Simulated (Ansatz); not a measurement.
# Y4S3N2 (C2/m): the gap up the ladder of methods

What gap does each level of theory give for Y4S3N2 (C2/m), and in what time?

Main program and level: Ansatz 0.2.0; density functionals, hybrids and G0W0, plane waves, PAW.

This is a report of a sequence of runs, with most program output left out.

In doubt: masses and optical values from hybrid runs of this build are listed as unsure (step 11), which bears on the screening that GW takes from such a start.

**1. Set-up**

It takes space group C2/m (No. 12, monoclinic). Conventional cell: a = 12.924 Å, b = 3.831 Å, c = 9.850 Å, α = 90.00°, β = 128.38°, γ = 90.00°. Nearest to Y lie 3 N at 2.23 to 2.32 Å and 3 S at 2.88 to 2.92 Å. Y has 1 N at 2.14 Å and 5 S at 2.73 to 3.03 Å nearest. S has 6 Y at 2.80 to 2.88 Å nearest. S has 5 Y at 2.73 to 3.03 Å nearest. Nearest to N lie 4 Y at 2.14 to 2.32 Å. Farther neighbours and most contacts between anions are not listed.

Coordinates:

```cif
data_structure
_symmetry_space_group_name_H-M 'P 1'
_symmetry_Int_Tables_number 1
_cell_length_a 6.7402
_cell_length_b 6.7402
_cell_length_c 9.8499
_cell_angle_alpha 126.529
_cell_angle_beta 126.529
_cell_angle_gamma 33.021
_cell_volume 191.17
loop_
_atom_site_label
_atom_site_type_symbol
_atom_site_fract_x
_atom_site_fract_y
_atom_site_fract_z
_atom_site_occupancy
Y1 Y 0.76032 0.76032 0.64852 1
Y2 Y 0.23968 0.23968 0.35148 1
Y3 Y 0.43655 0.43655 0.14568 1
Y4 Y 0.56345 0.56345 0.85432 1
S5 S 0.00000 0.00000 0.00000 1
S6 S 0.17442 0.17442 0.78434 1
S7 S 0.82558 0.82558 0.21566 1
N8 N 0.64304 0.64304 0.36114 1
N9 N 0.35696 0.35696 0.63886 1
```

The cell and positions are those that the Materials Project relaxed with its own functionals (PBE, PBE+U or r2SCAN), kept fixed. At the settings of the band run the largest force is still 0.06 eV/Å.

The logs state that the PAW files were generated under PBE.

**2. LDA on the 6×6×4 mesh**

This step: DFT, LDA, plane waves, PAW; PAW set soft_1.

input.yaml reads:

```yaml
crystal:
  lattice:
    - [6.4622478753, -1.9155154099, 0.0]
    - [6.4622478753, 1.9155154099, 0.0]
    - [-6.1150777327, 0.0, 7.7218549571]
  atoms:
    - { symbol: "Y", position: [0.76032434, 0.76032434, 0.64851811] }
    - { symbol: "Y", position: [0.23967566, 0.23967566, 0.35148189] }
    - { symbol: "Y", position: [0.43654668, 0.43654668, 0.14567864] }
    - { symbol: "Y", position: [0.56345332, 0.56345332, 0.85432136] }
    - { symbol: S, position: [0.0, 0.0, 0.0] }
    - { symbol: S, position: [0.17442465, 0.17442465, 0.78433872] }
    - { symbol: S, position: [0.82557535, 0.82557535, 0.21566128] }
    - { symbol: "N", position: [0.64303648, 0.64303648, 0.36114028] }
    - { symbol: "N", position: [0.35696352, 0.35696352, 0.63885972] }
kpoints:
  mp_grid: { grid: [6, 6, 4] }
  band_path:
    path:
      - [0.0, 0.0, 0.0]
      - [-0.28574107, 0.28574107, 0.0]
      - [-0.71425893, -0.28574107, 0.0]
      - [-0.5, -0.5, 0.0]
      - [-0.5, -0.5, 0.5]
      - [-0.7433739, -0.2566261, 0.5]
      - [-0.2566261, 0.2566261, 0.5]
      - [0.0, 0.0, 0.5]
    npoints: 1
hamiltonian:
  xc: lda
  pseudopotentials: { kind: paw, azcp: { folder: soft_1 }, xc_functional: pbe }
scf:
  occupations: { method: fixed }
  n_extra_bands: 7
output:
  eigenvalues: true
  forces: true
  stress: true
```

Started as:

```
ansatz run input.yaml --threads 2 --pin off --max-ram 92160MiB --backend cuda --events-out ev --progress --plain --runs-dir out --devices 1 --max-vram 13GiB
```

Elapsed: 6.7 s, on 1 × NVIDIA H100 80GB HBM3 (shared by 6 runs) with 2 threads of AMD EPYC 7R13 (Zen 3), shared host; peak memory 0.96 GiB; 8.7 s of CPU time.

Numbers from this step:

```yaml
pressure: -5.068 GPa
gap: 1.340 eV
valence_top_at: M_2
conduction_bottom_at: Y_2
least_direct_gap: 1.379 eV
```

Over mesh and listed points the gap is 1.340 eV, from k = (-0.500, -0.500, 0.500) to k = (-0.500, -0.500, 0.000). The least direct gap found is 1.379 eV, at k = (-0.500, -0.500, 0.500). The pressure in this cell is -5 GPa; the cell is kept.

**3. PBEsol on the 6×6×4 mesh**

This step: DFT, PBEsol, plane waves, PAW; PAW set soft_1.

Changes to input.yaml since step 2:

```diff
@@ -29,3 +29,3 @@
 hamiltonian:
-  xc: lda
+  xc: pbesol
   pseudopotentials: { kind: paw, azcp: { folder: soft_1 }, xc_functional: pbe }
```

The job ended after 11 s (1 × NVIDIA H100 80GB HBM3 (shared by 6 runs) with 2 threads; peak memory 0.96 GiB).

Numbers from this step:

```
pressure             : -2.759 GPa
gap                  : 1.365 eV
valence top at       : M_2
conduction bottom at : Y_2
least direct gap     : 1.404 eV
```

Over mesh and listed points the gap is 1.365 eV, from k = (-0.500, -0.500, 0.500) to k = (-0.500, -0.500, 0.000). The least direct gap found is 1.404 eV, at k = (-0.500, -0.500, 0.500). PBEsol against LDA: 1.365 − 1.340 = +0.025 eV, with the same mesh, files and cutoff, and both edges at the same k points.

**4. PBE on the 6×6×4 mesh**

Levels along a band path and on the mesh show where this functional puts the band edges.

This step: DFT, PBE, plane waves, PAW; PAW set soft_1.

Changes to input.yaml since step 3:

```diff
@@ -19,16 +19,12 @@
     path:
-      - [0.0, 0.0, 0.0]
-      - [-0.28574107, 0.28574107, 0.0]
-      - [-0.71425893, -0.28574107, 0.0]
-      - [-0.5, -0.5, 0.0]
-      - [-0.5, -0.5, 0.5]
-      - [-0.7433739, -0.2566261, 0.5]
-      - [-0.2566261, 0.2566261, 0.5]
-      - [0.0, 0.0, 0.5]
-    npoints: 1
+      - [[0.0, 0.0, 0.0], [-0.28574107, 0.28574107, 0.0]]
+      - [[-0.71425893, -0.28574107, 0.0], [-0.5, -0.5, 0.0], [0.0, 0.0, 0.0], [-0.5, -0.5, 0.5], [-0.7433739, -0.2566261, 0.5]]
+      - [[-0.2566261, 0.2566261, 0.5], [0.0, 0.0, 0.5], [0.0, 0.0, 0.0]]
+      - [[-0.5, 0.0, 0.5], [0.0, 0.0, 0.0], [-0.5, 0.0, 0.0]]
+    npoints: 10
 hamiltonian:
-  xc: pbesol
-  pseudopotentials: { kind: paw, azcp: { folder: soft_1 }, xc_functional: pbe }
+  xc: pbe
+  pseudopotentials: { kind: paw, azcp: { folder: soft_1 } }
 scf:
-  occupations: { method: fixed }
+  occupations: { method: fermi_dirac, width: 0.02 }
   n_extra_bands: 7
@@ -38 +34,5 @@
   stress: true
+  write_density: true
+  write_potential: true
+  elf: true
+  volumetric_format: npy
```

It took 19 s on 1 × NVIDIA H100 80GB HBM3 (shared by 6 runs) with 2 threads; peak memory 1.1 GiB.

This step gave:

```
pressure             : 0.4397 GPa
gap                  : 1.428 eV
valence top at       : M_2
conduction bottom at : Y_2
least direct gap     : 1.468 eV
```

Over mesh and path the gap is 1.428 eV, from k = (-0.500, -0.500, 0.500) to k = (-0.500, -0.500, 0.000). The least direct gap found is 1.468 eV, at k = (-0.500, -0.500, 0.500). PBE against PBEsol: 1.428 − 1.365 = +0.063 eV, with the same mesh, files and cutoff, and both edges at the same k points.

**5. PBE+SOC on the 6×6×4 mesh**

This run has two-component orbitals with spin-orbit coupling.

This step: DFT, PBE with spin-orbit coupling, plane waves, PAW; PAW set soft_1.

input.yaml reads:

```yaml
crystal:
  lattice:
    - [6.4622478753, -1.9155154099, 0.0]
    - [6.4622478753, 1.9155154099, 0.0]
    - [-6.1150777327, 0.0, 7.7218549571]
  atoms:
    - { symbol: "Y", position: [0.76032434, 0.76032434, 0.64851811] }
    - { symbol: "Y", position: [0.23967566, 0.23967566, 0.35148189] }
    - { symbol: "Y", position: [0.43654668, 0.43654668, 0.14567864] }
    - { symbol: "Y", position: [0.56345332, 0.56345332, 0.85432136] }
    - { symbol: S, position: [0.0, 0.0, 0.0] }
    - { symbol: S, position: [0.17442465, 0.17442465, 0.78433872] }
    - { symbol: S, position: [0.82557535, 0.82557535, 0.21566128] }
    - { symbol: "N", position: [0.64303648, 0.64303648, 0.36114028] }
    - { symbol: "N", position: [0.35696352, 0.35696352, 0.63885972] }
kpoints:
  mp_grid: { grid: [6, 6, 4] }
  band_path:
    path:
      - [0.0, 0.0, 0.0]
      - [-0.28574107, 0.28574107, 0.0]
      - [-0.71425893, -0.28574107, 0.0]
      - [-0.5, -0.5, 0.0]
      - [-0.5, -0.5, 0.5]
      - [-0.7433739, -0.2566261, 0.5]
      - [-0.2566261, 0.2566261, 0.5]
      - [0.0, 0.0, 0.5]
    npoints: 1
hamiltonian:
  xc: pbe
  pseudopotentials: { kind: paw_fr, azcp: { folder: soft_1 } }
scf:
  occupations: { method: fixed }
  n_extra_bands: 14
magnetization:
  noncollinear: true
  spin_orbit: true
output:
  eigenvalues: true
  forces: true
  stress: true
```

Wall time 14 s (1 × NVIDIA H100 80GB HBM3 (shared by 6 runs) with 2 threads); peak memory 1.1 GiB; 24 s of CPU time.

This step gave:

```yaml
pressure: 0.4341 GPa
gap: 1.428 eV
valence_top_at: M_2
conduction_bottom_at: Y_2
least_direct_gap: 1.468 eV
```

Over mesh and listed points the gap is 1.428 eV, from k = (-0.500, -0.500, 0.500) to k = (-0.500, -0.500, 0.000). The least direct gap found is 1.468 eV, at k = (-0.500, -0.500, 0.500). PBE+SOC against PBE: 1.428 − 1.428 = +0.000 eV, with the same mesh, set of files (read in its fully relativistic form for the spin-orbit run) and cutoff, and both edges at the same k points. The spin-orbit run sees mesh and listed points alone, so its gap is an upper bound: the coupling can move an edge off these points, and the change over the zone, its sign included where it is small, is not known.

**6. r2SCAN on the 6×6×4 mesh**

r2SCAN is a meta-GGA: it depends on the kinetic-energy density as well as on the density and its gradient.

This step: DFT, r2SCAN, plane waves, PAW; PAW set soft_1.

Changes to input.yaml since step 5:

```diff
@@ -29,10 +29,7 @@
 hamiltonian:
-  xc: pbe
-  pseudopotentials: { kind: paw_fr, azcp: { folder: soft_1 } }
+  xc: r2scan
+  pseudopotentials: { kind: paw, azcp: { folder: soft_1 } }
 scf:
   occupations: { method: fixed }
-  n_extra_bands: 14
-magnetization:
-  noncollinear: true
-  spin_orbit: true
+  n_extra_bands: 7
 output:
```

Wall time 8.8 s (1 × NVIDIA H100 80GB HBM3 (shared by 6 runs) with 2 threads); peak memory 1.2 GiB.

Numbers from this step:

* pressure: -0.01747 GPa
* gap: 1.731 eV
* valence top at: M_2
* conduction bottom at: Y_2
* least direct gap: 1.776 eV

Over mesh and listed points the gap is 1.731 eV, from k = (-0.500, -0.500, 0.500) to k = (-0.500, -0.500, 0.000). The least direct gap found is 1.776 eV, at k = (-0.500, -0.500, 0.500). r2SCAN against PBE: 1.731 − 1.428 = +0.303 eV. The runs also differ in plane-wave cutoff (420 eV and 500 eV), so how much of this comes from the functional alone is not known.

**7. HSE06 on the 4×4×2 mesh**

HSE06 mixes in a quarter of exact exchange at short range.

This step: DFT, HSE06, plane waves, PAW; PAW set soft_1.

Changes to input.yaml since step 6:

```diff
@@ -16,3 +16,3 @@
 kpoints:
-  mp_grid: { grid: [6, 6, 4] }
+  mp_grid: { grid: [4, 4, 2] }
   band_path:
@@ -29,3 +29,3 @@
 hamiltonian:
-  xc: r2scan
+  xc: hse06
   pseudopotentials: { kind: paw, azcp: { folder: soft_1 } }
@@ -36,3 +36 @@
   eigenvalues: true
-  forces: true
-  stress: true
```

The job ended after 42 s (1 × NVIDIA H100 80GB HBM3 (shared by 6 runs) with 2 threads; peak memory 1.6 GiB).

This step gave:

```yaml
gap: 2.335 eV
valence_top_at: M_2
conduction_bottom_at: Y_2
least_direct_gap: 2.380 eV
exact_exchange_fraction: 0.25
```

Over mesh and listed points the gap is 2.335 eV, from k = (-0.500, -0.500, 0.500) to k = (-0.500, -0.500, 0.000). The least direct gap found is 2.380 eV, at k = (-0.500, -0.500, 0.500). HSE06 against PBE: 2.335 − 1.428 = +0.907 eV. The runs also differ in mesh (6×6×4 and 4×4×2), so how much of this comes from the functional alone is not known.

**8. PBE0 on the 4×4×2 mesh**

PBE0 mixes in a quarter of exact exchange at all distances.

This step: DFT, PBE0, plane waves, PAW; PAW set soft_1.

Changes to input.yaml since step 7:

```diff
@@ -29,3 +29,3 @@
 hamiltonian:
-  xc: hse06
+  xc: pbe0
   pseudopotentials: { kind: paw, azcp: { folder: soft_1 } }
@@ -36 +36,5 @@
   eigenvalues: true
+  write_density: true
+  write_potential: true
+  elf: true
+  volumetric_format: npy
```

Elapsed: 43 s, on 1 × NVIDIA H100 80GB HBM3 (shared by 6 runs) with 2 threads; peak memory 1.6 GiB.

Numbers from this step:

| Property | Result |
| --- | --- |
| gap | 3.039 eV |
| valence top at | M_2 |
| conduction bottom at | Y_2 |
| least direct gap | 3.085 eV |
| exact-exchange fraction | 0.25 |

Over mesh and listed points the gap is 3.039 eV, from k = (-0.500, -0.500, 0.500) to k = (-0.500, -0.500, 0.000). The least direct gap found is 3.085 eV, at k = (-0.500, -0.500, 0.500). PBE0 against HSE06: 3.039 − 2.335 = +0.704 eV, with the same mesh, files and cutoff, and both edges at the same k points.

**9. DDH-PBE0 on the 4×4×2 mesh**

The input asks for a share of exact exchange of one over the crystal's ε∞, which the program works out first.

This step: DFT, dielectric-dependent PBE0 (fraction 1/eps_inf of PBE), plane waves, PAW; PAW set soft_1.

Changes to input.yaml since step 8:

```diff
@@ -15,2 +15,3 @@
     - { symbol: "N", position: [0.35696352, 0.35696352, 0.63885972] }
+  host: atoms
 kpoints:
@@ -29,3 +30,6 @@
 hamiltonian:
-  xc: pbe0
+  xc:
+    exchange: pbe
+    correlation: pbe
+    exx: { coeff: inverse_dielectric }
   pseudopotentials: { kind: paw, azcp: { folder: soft_1 } }
```

The job ended after 2 min (1 × NVIDIA H100 80GB HBM3 (shared by 6 runs) with 2 threads; peak memory 3.4 GiB; 2.8 min of CPU time).

This step gave:

| Item | Value |
| --- | --- |
| gap | 2.411 eV |
| valence top at | M_2 |
| conduction bottom at | Y_2 |
| least direct gap | 2.454 eV |
| exact-exchange fraction | 0.1551 |

Over mesh and listed points the gap is 2.411 eV, from k = (-0.500, -0.500, 0.500) to k = (-0.500, -0.500, 0.000). The least direct gap found is 2.454 eV, at k = (-0.500, -0.500, 0.500). DDH-PBE0 against PBE0: 2.411 − 3.039 = −0.628 eV, with the same mesh, files and cutoff, and both edges at the same k points.

**10. G0W0@PBE, 4×4×2 mesh, 1048 empty bands, screening to 180 eV, PAW set soft_1 files**

G0W0 replaces the xc potential by a self-energy built once from the orbitals of the start. Levels are corrected in the window of bands that the input names, at points of the mesh.

This step: G0W0 on PBE, plane waves, PAW; PAW set soft_1.

input.yaml reads:

```yaml
crystal:
  lattice:
    - [6.4622478753, -1.9155154099, 0.0]
    - [6.4622478753, 1.9155154099, 0.0]
    - [-6.1150777327, 0.0, 7.7218549571]
  atoms:
    - { symbol: "Y", position: [0.76032434, 0.76032434, 0.64851811] }
    - { symbol: "Y", position: [0.23967566, 0.23967566, 0.35148189] }
    - { symbol: "Y", position: [0.43654668, 0.43654668, 0.14567864] }
    - { symbol: "Y", position: [0.56345332, 0.56345332, 0.85432136] }
    - { symbol: S, position: [0.0, 0.0, 0.0] }
    - { symbol: S, position: [0.17442465, 0.17442465, 0.78433872] }
    - { symbol: S, position: [0.82557535, 0.82557535, 0.21566128] }
    - { symbol: "N", position: [0.64303648, 0.64303648, 0.36114028] }
    - { symbol: "N", position: [0.35696352, 0.35696352, 0.63885972] }
kpoints:
  mp_grid: { grid: [4, 4, 2] }
hamiltonian:
  xc: pbe
  pseudopotentials: { kind: paw, azcp: { folder: soft_1 } }
scf:
  occupations: { method: fixed }
gw:
  n_empty_bands: 1048
  ecut_chi: 180.0
  qp_bands: [v3, c3]
  qp_kpoints: band_edges
  screening: { model: contour_deformation }
```

Run time: 91 s. Hardware: 1 × NVIDIA H100 80GB HBM3 (shared by 6 runs) with 2 threads; peak memory 4.3 GiB.

This step gave:

```yaml
bands_summed: 1084
rpa_eps_infinity_on_this_mesh_eigenvalues: 5.882, 6.078, 6.478
plane_waves_in_the_screening_matrix: 1059
g0w0_gap_over_the_corrected_points: 2.314 eV
k_of_the_valence_top: -0.5, -0.5, -0.5
k_of_the_conduction_bottom: -0.5, -0.5, 0
starting_gap_on_the_mesh: 1.429 eV
z_at_the_valence_top: 0.7409
z_at_the_conduction_bottom: 0.7840
least_direct_g0w0_gap_over_the_corrected_points: 2.367 eV
```

Over 12 of 14 irreducible mesh points the G0W0 gap is 2.314 eV, from k = (-0.500, -0.500, -0.500) to k = (-0.500, -0.500, 0.000). The PBE gap of this run on the mesh is 1.429 eV. The two states that bound the G0W0 gap lie that far apart at the start, so the correction of the gap is 2.314 − 1.429 = +0.885 eV.

**11. G0W0@HSE06, 4×4×2 mesh, 1048 empty bands, screening to 180 eV, PAW set soft_1 files**

This step: G0W0 on HSE06, plane waves, PAW; PAW set soft_1.

Changes to input.yaml since step 10:

```diff
@@ -18,3 +18,3 @@
 hamiltonian:
-  xc: pbe
+  xc: hse06
   pseudopotentials: { kind: paw, azcp: { folder: soft_1 } }
```

Elapsed: 4.7 min, on 1 × NVIDIA H100 80GB HBM3 (shared by 6 runs) with 2 threads; peak memory 4.8 GiB.

Numbers from this step:

| Property | Result |
| --- | --- |
| bands summed | 1084 |
| RPA ε∞ on this mesh (eigenvalues) | 4.656, 4.768, 5.016 |
| plane waves in the screening matrix | 1059 |
| G0W0 gap over the corrected points | 2.704 eV |
| k of the valence top | -0.5, -0.5, -0.5 |
| k of the conduction bottom | -0.5, -0.5, 0 |
| starting gap on the mesh | 2.335 eV |
| Z at the valence top | 0.7742 |
| Z at the conduction bottom | 0.8147 |
| least direct G0W0 gap over the corrected points | 2.759 eV |

Over 13 of 14 irreducible mesh points the G0W0 gap is 2.704 eV, from k = (-0.500, -0.500, -0.500) to k = (-0.500, -0.500, 0.000). The HSE06 gap of this run on the mesh is 2.335 eV. The two states that bound the G0W0 gap lie that far apart at the start, so the correction of the gap is 2.704 − 2.335 = +0.369 eV. G0W0@HSE06 against G0W0@PBE with 1084 bands: 2.704 − 2.314 = +0.390 eV, with the same mesh, files and cutoffs, and both edges at the same k points.

**12. G0W0@r2SCAN, 4×4×2 mesh, 1048 empty bands, screening to 180 eV, PAW set soft_1 files**

This step: G0W0 on r2SCAN, plane waves, PAW; PAW set soft_1.

Changes to input.yaml since step 11:

```diff
@@ -18,3 +18,3 @@
 hamiltonian:
-  xc: hse06
+  xc: r2scan
   pseudopotentials: { kind: paw, azcp: { folder: soft_1 } }
```

Elapsed: 2.1 min, on 1 × NVIDIA H100 80GB HBM3 (shared by 6 runs) with 2 threads; peak memory 5.1 GiB.

This step gave:

```yaml
bands_summed: 1084
rpa_eps_infinity_on_this_mesh_eigenvalues: 5.208, 5.337, 5.627
plane_waves_in_the_screening_matrix: 1059
g0w0_gap_over_the_corrected_points: 2.464 eV
k_of_the_valence_top: -0.5, -0.5, -0.5
k_of_the_conduction_bottom: -0.5, -0.5, 0
starting_gap_on_the_mesh: 1.732 eV
z_at_the_valence_top: 0.7543
z_at_the_conduction_bottom: 0.7979
least_direct_g0w0_gap_over_the_corrected_points: 2.519 eV
```

Over 12 of 14 irreducible mesh points the G0W0 gap is 2.464 eV, from k = (-0.500, -0.500, -0.500) to k = (-0.500, -0.500, 0.000). The r2SCAN gap of this run on the mesh is 1.732 eV. The two states that bound the G0W0 gap lie that far apart at the start, so the correction of the gap is 2.464 − 1.732 = +0.732 eV. G0W0@r2SCAN against G0W0@HSE06 with 1084 bands: 2.464 − 2.704 = −0.240 eV. The runs also differ in plane-wave cutoff (420 eV and 500 eV), so how much of this comes from the start alone is not known.

(Continued in part 2 of 2.)

[Paths, hosts, dates, memory and timing lines, banners, echoed tables and standing remarks are left out of the program output.]

[Logs are printed without paths, hosts, clocks, repeated set-up lines and the standing remarks that a program may print on its own settings, such as how far it seeks lower states.]

[Runs of the session that timed out or met a known fault of the program may be left out.]

[Cells called generated may have been cut or substituted from an entry of the Crystallography Open Database or the Materials Project.]

[Hosts, paths, dates, database ids (printed as entryN), source tags and the programs' standing remarks are cut or masked in the printed files.]

[Where an RPA ε∞ is given, it is that of the G0W0 mesh and is not shown converged in it. Names of k-points follow the symmetry that the program found, which can be lower than the space group named. Band edges on a path are those of the sampled points; other points can move an edge, and change direct to indirect where valleys lie close.]

[Hybrid gaps are those of their k-mesh and are not shown converged in it.]
